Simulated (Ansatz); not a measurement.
In doubt: masses and optical values from hybrid runs of this build are listed as unsure (in some of the runs), which bears on the screening that GW takes from such a start.

System: WSe2 (P6_3/mmc).

The database entry behind the starting cell differs from later determinations by our own check (a about 0.2 % long), so it need not match the best structure at ambient conditions.

Symmetry: P6_3/mmc, No. 194, hexagonal system. Conventional cell: a = 3.290 Å, b = 3.290 Å, c = 12.970 Å, α = 90.00°, β = 90.00°, γ = 120.00°. Nearest to W lie 6 Se at 2.53 Å. Nearest to Se lie 3 W at 2.53 Å. Farther neighbours and most contacts between anions are not listed.

```
W Se
1.0
     3.29000    0.00000    0.00000
    -1.64500    2.84922    0.00000
     0.00000    0.00000   12.97000
W Se
2 4
Direct
  0.33333 0.66667 0.25000
  0.66667 0.33333 0.75000
  0.33333 0.66667 0.62100
  0.66667 0.33333 0.12100
  0.33333 0.66667 0.87900
  0.66667 0.33333 0.37900
```

The cell and positions come from the Crystallography Open Database and are kept as given unless a step says otherwise. Spin-orbit coupling is left out unless a run names it. PAW set soft_2, made with PBE.

Gaps computed with Ansatz 0.2.0 without a self-energy: HSE06 1.45 eV, r2SCAN 1.10 eV and PBE0 2.09 eV.

**Question.** What gap should G0W0 on HSE06 give (6×6×2 mesh, 362 empty bands, screening to 120 eV, default PAW files)?

About 1.45 eV: on its mesh the run moves the gap from 1.45 eV by −0.001 eV. Among the scalar-relativistic levels given, HSE06 is nearest (+0.00 eV). Bands and cutoff are finite, so the gap is not at the basis limit. The miss can reach some tenths of an eV and take either sign; the mesh is an error of its own. The many-body steps are scalar-relativistic: spin-orbit coupling is not in them.

[Paths, hosts, dates, memory and timing lines, banners, echoed tables and standing remarks are left out of the program output.]

[Logs are printed without paths, hosts, clocks, repeated set-up lines and the standing remarks that a program may print on its own settings, such as how far it seeks lower states.]

[Runs of the session that timed out or met a known fault of the program may be left out.]

[Cells called generated may have been cut or substituted from an entry of the Crystallography Open Database or the Materials Project.]

[Hosts, paths, dates, database ids (printed as entryN), source tags and the programs' standing remarks are cut or masked in the printed files.]
